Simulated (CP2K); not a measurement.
Consider 2-ethynylpyrimidine at its PBE geometry (Å).

```xyz
12

C     3.3129   -0.1227   -0.5878
C     2.1186   -0.0881   -0.3808
C     0.7076   -0.0353   -0.1312
N    -0.0303    0.7137   -0.9842
C    -1.3462    0.7545   -0.7287
C    -1.9273    0.0787    0.3451
C    -1.0669   -0.6647    1.1551
N     0.2529   -0.7397    0.9336
H     4.3671   -0.1563   -0.7647
H    -1.9504    1.3537   -1.4150
H    -2.9968    0.1289    0.5416
H    -1.4412   -1.2229    2.0170
```

Method: CP2K XAS_TDP, all-electron GAPW, PBEh(45%), aug-cc-pVDZ, TDA, GW2X-corrected core level, no relativity.

Where do the C K-edge lines lie, and how strong are they?

Leading lines: C1 287.10 eV, C2 287.24 eV, C3 287.85 eV, C5 287.35 eV and C6 286.96 eV. The leading line of an atom is its first one with 35 % of the strongest within 2.5 eV of its lowest line over the strength cut. Core ionisation energies at this level: C3 294.24, C5 293.67, C6 292.54, C1 292.38 and C2 292.25 eV.

The first six lines of each atom with a strength over 0.0015:

```csv
atom,energy (eV),states,"strength, one atom",above the computed threshold
C1 (bonded to C and H),287.10,1,0.0424,
,288.30,1,0.0471,
,290.64,1,0.0068,
,291.40,1,0.0034,
,291.61,1,0.0035,
,291.83,1,0.0016,
C2 (bonded to 2 C),287.24,1,0.0221,
,287.94,1,0.0524,
,290.27,1,0.0333,
,292.66,1,0.0031,yes
,293.94,1,0.0022,yes
,294.06,1,0.0026,yes
C3 (bonded to C and 2 N),287.85,1,0.0542,
,292.47,1,0.0035,
,292.81,1,0.0015,
,293.41,1,0.0039,
,293.43,1,0.0075,
,294.71,2,0.0042,yes
"C5 (bonded to C, N and H), 2 alike",287.35,1,0.0577,
,291.52,1,0.0122,
,292.62,1,0.0030,
,293.19,1,0.0037,
,293.31,1,0.0049,
,293.38,1,0.0056,
C6 (bonded to 2 C and H),286.96,1,0.0464,
,290.23,1,0.0123,
,291.68,1,0.0042,
,291.74,1,0.0105,
,292.94,1,0.0056,yes
,294.14,1,0.0025,yes
```

Lines are vertical, at one geometry, with no vibrational structure. GW2X ionisation energies and lines can be off by 1 to 2 eV either way, and a good line position may hide errors that cancel. These values hold no scalar relativity, about 0.1 eV for C 1s. Rydberg lines, and the discretised continuum above threshold, depend on the basis and the box.

[Banner, clock and machine lines of the logs are left out without a mark of their own.]

[Logs are printed without paths, hosts, clocks, repeated set-up lines and the standing remarks that a program may print on its own settings, such as how far it seeks lower states.]

[Hosts, paths, dates, database ids (printed as entryN), source tags and the programs' standing remarks are cut or masked in the printed files.]
